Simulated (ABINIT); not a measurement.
**SrSiS3 (Pm-3m): zone-centre phonons**

Aim: the zone-centre modes of SrSiS3 (Pm-3m).

Calculated with ABINIT 10.8.3; DFT LDA, scalar-relativistic, plane waves, PseudoDojo norm-conserving pseudopotentials.

Most raw output is cut from this account.

The structure was built from a prototype and need not be the compound's stable phase.

## 1. The starting structure

It takes space group Pm-3m (No. 221, cubic). Conventional cell: a = 4.346 Å, b = 4.346 Å, c = 4.346 Å, α = 90.00°, β = 90.00°, γ = 90.00°. Nearest to Sr lie 12 S at 3.07 Å and 8 Si at 3.76 Å. Si has 6 S at 2.17 Å and 8 Sr at 3.76 Å nearest. Nearest to S lie 2 Si at 2.17 Å and 4 Sr at 3.07 Å. Farther neighbours and most contacts between anions are not listed.

## 2. A first look

A first run with smearing and empty bands tells whether the crystal has a gap, which decides between fixed occupations and smearing later on.

probe.abi

```
# ground state
tolvrs 1.0d-08
prtden 1
prtwf 1

# basis, mesh and filling
ecut 28.0
ngkpt 4 4 4
nshiftk 1
shiftk 0.0 0.0 0.0
istwfk *1
occopt 7
tsmear 0.005
nband 24
nstep 100
diemac 9.0
prtebands 0
prtgsr 0

# cell and atoms
acell 3*1.0 Angstrom
rprim 
    4.3456 0.0 0.0
    0.0 4.3456 0.0
    0.0 0.0 4.3456
ntypat 3
znucl 38 14 16
natom 5
typat 1 2 3 3 3
xred 
    0.0 0.0 0.0
    0.5 0.5 0.5
    0.5 0.5 0.0
    0.5 0.0 0.5
    0.0 0.5 0.5
pp_dirpath "./pseudo"
pseudos "Sr.upf, Si.upf, S.upf"
```

Command:

```sh
$ OMP_NUM_THREADS=1 mpirun -n 4 abinit probe.abi > probe.log
```

The job ended after 12 s (4 MPI ranks of Arm Neoverse V1, shared host).

Numbers from this step:

- volume per atom: 16.41 Å³
- pressure: 17.13 GPa
- gap on the k-mesh: 0 eV

No gap opens on this mesh, so smearing is kept; the printed pressure holds the stress of the finite basis too.

## 3. Rough relaxation

The typed start is rough, so a first relaxation with smearing and loose thresholds takes it towards rest cheaply.

prerelax.abi

```
# relaxation
ionmov 2
optcell 2
dilatmx 1.15
chkdilatmx 0
ntime 40
tolmxf 3.0d-04
tolvrs 1.0d-10
prtwf 0
prtden 0
chksymtnons 0

# basis, mesh and filling
ecut 29.0
ecutsm 3.0
ngkpt 4 4 4
nshiftk 1
shiftk 0.0 0.0 0.0
istwfk *1
occopt 7
tsmear 0.005
nband 24
nstep 100
diemac 1000000.0
prtebands 0
prtgsr 0

# cell and atoms
acell 3*1.0 Angstrom
rprim 
    4.3456 0.0 0.0
    0.0 4.3456 0.0
    0.0 0.0 4.3456
ntypat 3
znucl 38 14 16
natom 5
typat 1 2 3 3 3
xred 
    0.0 0.0 0.0
    0.5 0.5 0.5
    0.5 0.5 0.0
    0.5 0.0 0.5
    0.0 0.5 0.5
pp_dirpath "./pseudo"
pseudos "Sr.upf, Si.upf, S.upf"
```

Command:

```sh
$ OMP_NUM_THREADS=1 mpirun -n 4 abinit prerelax.abi > prerelax.log
```

It took 79 s on 4 MPI ranks; 5.3 min of CPU time.

Relaxation path:

| step | energy less that of the first step (eV) | largest force (eV/Å) | volume (Å³) |
| --- | --- | --- | --- |
| 1 | 0.0000 | 0.0000 | 82.06 |
| 2 | -0.3759 | 0.0000 | 86.49 |
| 3 | -0.6373 | 0.0000 | 94.03 |
| 4 | -0.6457 | 0.0000 | 95.58 |
| 5 | -0.6458 | 0.0000 | 95.81 |

| conventional cell, symmetrised | before | after | change |
| --- | --- | --- | --- |
| a (Å) | 4.346 | 4.576 | +5.3 % |
| b (Å) | 4.346 | 4.576 | +5.3 % |
| c (Å) | 4.346 | 4.576 | +5.3 % |
| volume (Å³/atom) | 16.41 | 19.16 | +16.7 % |

The relaxed structure:

```
Sr Si S
1.0
     4.57579    0.00000    0.00000
     0.00000    4.57579    0.00000
     0.00000    0.00000    4.57579
Sr Si S
1 1 3
Cartesian
  0.0000 0.0000 0.0000
  2.2879 2.2879 2.2879
  2.2879 2.2879 0.0000
  2.2879 0.0000 2.2879
  0.0000 2.2879 2.2879
```

Numbers from this step:

```
volume per atom : 19.16 Å³
pressure        : 0.005208 GPa
```

The volume changes by +16.7 % in this run and stands +16.7 % from the first cell.

## 4. Rough relaxation

The cell changed much, so the rough relaxation is repeated on a basis made for the new cell.

Changes to prerelax.abi since step 3:

```diff
@@ -30,5 +30,5 @@
 rprim 
-    4.3456 0.0 0.0
-    0.0 4.3456 0.0
-    0.0 0.0 4.3456
+    4.575786654 0.0 0.0
+    0.0 4.575786654 0.0
+    0.0 0.0 4.575786654
 ntypat 3
```

Elapsed: 24 s, on 4 MPI ranks.

Little changed from the start: no atom moved by 0.005 Å and no cell edge by 0.1 %.

The volume changes by +0.0 % in this run and stands +16.7 % from the first cell.

## 5. Relaxation

The harmonic expansion needs vanishing forces, and a free crystal bears no stress, so cell and atoms are brought to rest. Stress is more sensitive to the basis than forces are: the last 3 Ha under the cutoff are smoothed with ecutsm, and the cutoff is raised above that of the later runs.

relax.abi

```
# relaxation
ionmov 2
optcell 2
dilatmx 1.08
ntime 40
tolmxf 1.0d-05
tolvrs 1.0d-14
prtwf 0
prtden 0
chksymtnons 0

# basis, mesh and filling
ecut 35.0
ecutsm 3.0
ngkpt 6 6 6
nshiftk 1
shiftk 0.0 0.0 0.0
istwfk *1
occopt 7
tsmear 0.01
nband 24
nstep 100
diemac 1000000.0
prtebands 0
prtgsr 0

# cell and atoms
acell 3*1.0 Angstrom
rprim 
    4.575786657 0.0 0.0
    0.0 4.575786657 0.0
    0.0 0.0 4.575786657
ntypat 3
znucl 38 14 16
natom 5
typat 1 2 3 3 3
xred 
    0.0 0.0 0.0
    0.5 0.5 0.5
    0.5 0.5 0.0
    0.5 0.0 0.5
    0.0 0.5 0.5
pp_dirpath "./pseudo"
pseudos "Sr.upf, Si.upf, S.upf"
```

Command:

```sh
$ OMP_NUM_THREADS=1 mpirun -n 4 abinit relax.abi > relax.log
```

It took 1.8 min on 4 MPI ranks; 7.2 min of CPU time.

Little changed from the start: no atom moved by 0.005 Å and no cell edge by 0.1 %.

This step gave:

```
volume per atom : 19.18 Å³
pressure        : 6.89e-5 GPa
```

The volume changes by +0.1 % in this run and stands +16.9 % from the first cell.

## 6. Self-consistent run for the response

The response is built on these wavefunctions, so the potential is converged far more tightly than an energy would need. Smearing stays on, as the first look found no gap above 0.3 eV.

gs.abi

```
# ground state
tolvrs 1.0d-16
prtden 1
prtwf 1

# basis, mesh and filling
ecut 28.0
ngkpt 6 6 6
nshiftk 1
shiftk 0.0 0.0 0.0
istwfk *1
occopt 7
tsmear 0.01
nband 24
nstep 100
diemac 1000000.0
prtebands 0
prtgsr 0

# cell and atoms
acell 3*1.0 Angstrom
rprim 
    4.577171913 0.0 0.0
    0.0 4.577171913 0.0
    0.0 0.0 4.577171913
ntypat 3
znucl 38 14 16
natom 5
typat 1 2 3 3 3
xred 
    0.0 0.0 0.0
    0.5 0.5 0.5
    0.5 0.5 0.0
    0.5 0.0 0.5
    0.0 0.5 0.5
pp_dirpath "./pseudo"
pseudos "Sr.upf, Si.upf, S.upf"
```

Command:

```sh
$ OMP_NUM_THREADS=1 mpirun -n 4 abinit gs.abi > gs.log
```

It took 32 s on 4 MPI ranks; 2.1 min of CPU time.

Read from the output:

| Property | Result |
| --- | --- |
| pressure | -0.1764 GPa |

The cell stands at -0.18 GPa: the relaxation ran with a smoothed and higher cutoff, and the difference is a stress of the finite basis.

## 7. Zone-centre response

At q = 0 one unit cell holds all displacements. The response is solved for single atoms along the cell's directions, and symmetry skips those that follow from others. The crystal is treated as a metal, which screens a static field, so no field response is asked.

dfpt_gamma.abi

```

# common to the responses
getwfk_filepath "gso_WFK"
kptopt 2
nqpt 1
qpt 0.0 0.0 0.0
asr 0
chneut 0

# displacements
rfphon 1
rfatpol 1 5
rfdir 1 1 1
tolvrs 1.0d-10
prtwf 0

# basis, mesh and filling
ecut 28.0
ngkpt 6 6 6
nshiftk 1
shiftk 0.0 0.0 0.0
istwfk *1
occopt 7
tsmear 0.01
nband 24
nstep 100
diemac 1000000.0
prtebands 0
prtgsr 0

# cell and atoms
acell 3*1.0 Angstrom
rprim 
    4.577171913 0.0 0.0
    0.0 4.577171913 0.0
    0.0 0.0 4.577171913
ntypat 3
znucl 38 14 16
natom 5
typat 1 2 3 3 3
xred 
    0.0 0.0 0.0
    0.5 0.5 0.5
    0.5 0.5 0.0
    0.5 0.0 0.5
    0.0 0.5 0.5
pp_dirpath "./pseudo"
pseudos "Sr.upf, Si.upf, S.upf"
```

Command:

```sh
$ OMP_NUM_THREADS=1 mpirun -n 4 abinit dfpt_gamma.abi > dfpt_gamma.log
```

It took 4.4 min on 4 MPI ranks; 18 min of CPU time.

Read from the output:

```yaml
largest_acoustic_frequency_at_the_zone_centre_before_the_sum_rule: 3.94 cm⁻¹
highest_optical_zone_centre_mode_no_lo_to_term: 296.8 cm⁻¹
lowest_optical_zone_centre_mode: -120.1 cm⁻¹
```

The acoustic modes at Γ come out as far as 3.9 cm⁻¹ from zero, where they should vanish, a small numerical error. The lowest optical mode is imaginary, 120i cm⁻¹, an instability at this level and on this k mesh.

## 8. Zone-centre analysis

anaddb reads the merged derivatives and imposes the acoustic sum rule.

anaddb.abi

```
ddb_filepath "gamma_DDB"
output_file "anaddb.abo"
outdata_prefix "anaddb"
asr 1
chneut 1
enunit 2
eivec 1
nph1l 1
qph1l 0.0 0.0 0.0 1.0
```

mrgddb.in

```
gamma_DDB
merged
2
dfpt_gammao_DDB
gso_DDB
```

Command:

```sh
$ mrgddb < mrgddb.in > mrgddb.log
$ OMP_NUM_THREADS=1 anaddb anaddb.abi > anaddb.log
```

Run time: 0.52 s. Hardware: 1 thread.

This step gave:

- highest optical zone-centre mode (no LO-TO term): 296.9 cm⁻¹
- lowest optical zone-centre mode: -120.0 cm⁻¹

No LO-TO term; unit eigenvectors of the mass-weighted matrix, from anaddb's displacements. The modes at Γ (shares of kinetic energy by element, %) (negative means imaginary):

| mode | frequency (cm⁻¹) | symmetry | Sr % | Si % | S % |
| --- | --- | --- | --- | --- | --- |
| 1 | -120.0 | T1u | 0 | 62 | 38 |
| 2 | -120.0 | T1u | 0 | 62 | 38 |
| 3 | -120.0 | T1u | 0 | 62 | 38 |
| 4 | 0.0 | acoustic | 41 | 13 | 45 |
| 5 | 0.0 | acoustic | 41 | 13 | 45 |
| 6 | 0.0 | acoustic | 41 | 13 | 45 |
| 7 | 44.9 | T2u | 0 | 0 | 100 |
| 8 | 44.9 | T2u | 0 | 0 | 100 |
| 9 | 44.9 | T2u | 0 | 0 | 100 |
| 10 | 86.1 | T1u | 59 | 10 | 31 |
| 11 | 86.1 | T1u | 59 | 10 | 31 |
| 12 | 86.1 | T1u | 59 | 10 | 31 |
| 13 | 296.9 | T1u | 0 | 15 | 85 |
| 14 | 296.9 | T1u | 0 | 15 | 85 |
| 15 | 296.9 | T1u | 0 | 15 | 85 |

Displacements in mode 1 (-120.0 cm⁻¹), the largest set to 1:
```
Sr1  0.00  0.00 -0.01
Si2  0.00  0.00 -1.00
S3   0.00  0.00 -0.12
S4   0.00  0.00  0.51
S5   0.00  0.00  0.51
```

Displacements in mode 13 (296.9 cm⁻¹), the largest set to 1:
```
Sr1  0.00  0.00  0.01
Si2  0.00  0.00 -0.48
S3   0.00  0.00  1.00
S4   0.00  0.00 -0.30
S5   0.00  0.00 -0.30
```

The rule also moves an optical mode by 0.8 cm⁻¹.

## 9. Summary of results

```
space group after relaxation                                           : Pm-3m
volume per atom                                                        : 19.2 Å³
highest optical zone-centre mode (no LO-TO term)                       : 296.9 cm⁻¹
lowest optical zone-centre mode                                        : -120.0 cm⁻¹
imaginary optical modes at the zone centre (no q mesh in this session) : yes
```

What this shows: At the LDA level the optical modes of SrSiS3 (Pm-3m) at the zone centre run from 120i to 297 cm⁻¹, so the structure is a saddle point, with 3 modes beyond 10i cm⁻¹ there. These are harmonic frequencies at zero temperature: anharmonic shifts and linewidths and thermal expansion are left out. In a metal the frequencies hang on the k mesh and the smearing, most of all near Kohn anomalies. The structure is a hypothetical one, built on a prototype.

[Host names and launcher messages were left out of these logs when they were recorded.]

[Logs are printed without paths, hosts, clocks, repeated set-up lines and the standing remarks that a program may print on its own settings, such as how far it seeks lower states.]

[Hosts, paths, dates, database ids (printed as entryN), source tags and the programs' standing remarks are cut or masked in the printed files.]
